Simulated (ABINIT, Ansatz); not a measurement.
Computed results, one entry a study.

```xyz
4
Lattice="3.113 0.000 0.000 -1.557 2.696 0.000 0.000 0.000 4.981" Properties=species:S:1:pos:R:3 pbc="T T T" subject="How the form of the self-energy moves the gap of AlN (P6_3mc)" method="RPA screening on PBE, plane waves, norm-conserving pseudopotentials (and 3 further levels or steps)" program="ABINIT 10.8.3" settings="cutoff 36 Ha, PseudoDojo scalar-relativistic 0.4.1 standard, norm-conserving, potential set dojo-sr-pbe-0.4.1-standard, ngkpt (6, 6, 4), nband 229, ecuteps 9.1 Ha, gwcalctyp 2, nfreqre 16, nfreqim 8, inclvkb 2, freqremax 40 eV, spmeth 1, nomegasf 120, shiftk (0, 0, 0), symchi 1, awtr 1, frequency cd, 6×6×4 k-mesh" cost="8 runs, 28 min in all on 4 MPI ranks of Arm Neoverse V1, shared host" notes="The database entry behind the starting cell differs from other determinations of this structure. The program’s warnings: Min real frequency set to default [Ha] = and nkpt*nsppol () is not a multiple of nproc spkpt (). The cell and positions come from the Crystallography Open Database and are kept as given unless a step says otherwise." g0w0_godby_needs_plasmon_pole="5.629 eV" g0w0_hybertsen_louie_plasmon_pole="5.746 eV" g0w0_engel_farid_plasmon_pole="5.752 eV" one_shot_hartree_fock="12.646 eV" g0w0_contour_deformation="5.667 eV" known_limits="short of the basis limit"
Al    0.000    1.797    0.000
Al    1.557    0.899    2.490
N     0.000    1.797    1.893
N     1.557    0.899    4.383
```

[Long decimals in the printed logs are rounded to 6 places.]

[Logs are printed without paths, hosts, clocks, repeated set-up lines and the standing remarks that a program may print on its own settings, such as how far it seeks lower states.]

[Paths, hosts, dates, memory and timing lines, banners, echoed tables and standing remarks are left out of the program output; an Ansatz launch command may be rebuilt from the run's recorded settings. Measured values are a selection of at most five: reports struck by readers or far from the other reports are left out. None is set beside runs whose start may be inverted or whose files or cutoffs have a known fault.]

[Runs of the session that timed out or met a known fault of the program may be left out.]

[Hosts, paths, dates, database ids (printed as entryN), source tags and the programs' standing remarks are cut or masked in the printed files.]

[G0W0 gaps are taken among the corrected bands and points alone; a level outside them can change the order at an edge.]

[Where Ansatz stands beside ABINIT at settings called matched, ABINIT's density can come from a denser mesh and the files from another edition; pairs whose starting gaps differed by over 0.03 eV were left out, so agreement reads better than it is.]
